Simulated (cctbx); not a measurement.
**Accept or mend?**

Cell a = 10.0269 Å, b = 4.0900 Å, c = 6.8750 Å, α = 90.00°, β = 131.83°, γ = 90.00°; space group C2/m (no. 12). The compound is YbTiNi.

Simulated single-crystal data (cctbx): Cu Kα, λ = 1.54184 Å, to d = 0.8 Å, 95 % of the full sphere, strongest reflection 70000 counts, noise from counting, a 6 % proportional error and a noise floor of 15 counts (s.d.); no absorption.

An anisotropic refinement with weights 1/σ² prints:

```text
Rint 0.037, 242 unique reflections to 0.80 A
cycle     R1     wR2    GooF  max shift (A)
   1  0.0240  0.0772   2.054   0.00127
   2  0.0167  0.0432   1.149   0.00000
final R1 0.0167 wR2 0.0432 GooF 1.149  parameters 18  data/parameter 13.4
atom        x        y        z      Ueq    occ   su(xyz)  su(Uiso or U11)
Yb1    0.05139  0.50000  0.78056   0.0046  1.000  0.00005  0.0002
Mn1    0.16968  0.00000  0.61735   0.0136  1.000  0.00022  0.0005
Ti1    0.31943  0.50000  0.75435   0.0089  1.000  0.00022  0.0006
difference map: max 1.01 min -0.93 rms 0.26
Q1    0.2360  0.5000  0.1278    4    1.03  1.32 A from Mn1
Q2    0.1982  0.0000  0.6480    4    1.03  0.21 A from Mn1
Q3    0.1393  0.5000  0.3429    4    1.02  1.49 A from Yb1
Q4    0.0730  0.5000  0.8571    4    0.89  0.41 A from Yb1
Q5    0.2123  0.5000  0.9296    4    0.80  1.20 A from Yb1
Q6    0.1037  0.0000  0.9085    4    0.75  1.89 A from Ti1
```

Q: Accept it or mend it, and why?

Mend it. The fault: wrong element: Mn1 is Ni. Against the right model at the same level, R1 goes from 0.0146 to 0.0167 and GooF from 0.96 to 1.15 and U of Mn1 swells from 0.0102 to 0.0136 Å². Mn1 has 3 electrons too few, yet its U moves the other way: dispersion, the scale or a false minimum can outweigh the electron count.

The compound is YbTiNi. The right model at the same level gives:

```text
Rint 0.037, 242 unique reflections to 0.80 A
cycle     R1     wR2    GooF  max shift (A)
   1  0.0189  0.0515   1.369   0.00107
   2  0.0146  0.0361   0.959   0.00000
final R1 0.0146 wR2 0.0361 GooF 0.959  parameters 18  data/parameter 13.4
atom        x        y        z      Ueq    occ   su(xyz)  su(Uiso or U11)
Yb1    0.05139  0.50000  0.78058   0.0047  1.000  0.00004  0.0002
Ni1    0.16978  0.00000  0.61724   0.0102  1.000  0.00018  0.0004
Ti1    0.31941  0.50000  0.75435   0.0091  1.000  0.00018  0.0005
difference map: max 1.13 min -0.98 rms 0.24
Q1    0.2383  0.5000  0.1307    4    1.15  1.31 A from Ni1
Q2    0.1391  0.5000  0.3448    4    1.11  1.48 A from Yb1
Q3    0.2028  0.5000  0.9219    4    0.86  1.13 A from Yb1
Q4    0.2064  0.0000  0.4929    4    0.76  1.13 A from Ni1
Q5    0.0000  0.0000  0.5000    2    0.74  1.31 A from Ni1
Q6    0.1217  0.0000  0.2891    4    0.67  0.82 A from Ti1
```

Isotropic U is held between 0.0001 and 1 Å² by the program, and listed peak heights are interpolated, so they can pass the grid's maximum.

This is a model crystal, built by substitution and not relaxed, with assumed displacement parameters.

[Middle refinement cycles are left out of these outputs.]

[Logs are printed without paths, hosts, clocks, repeated set-up lines and the standing remarks that a program may print on its own settings, such as how far it seeks lower states.]
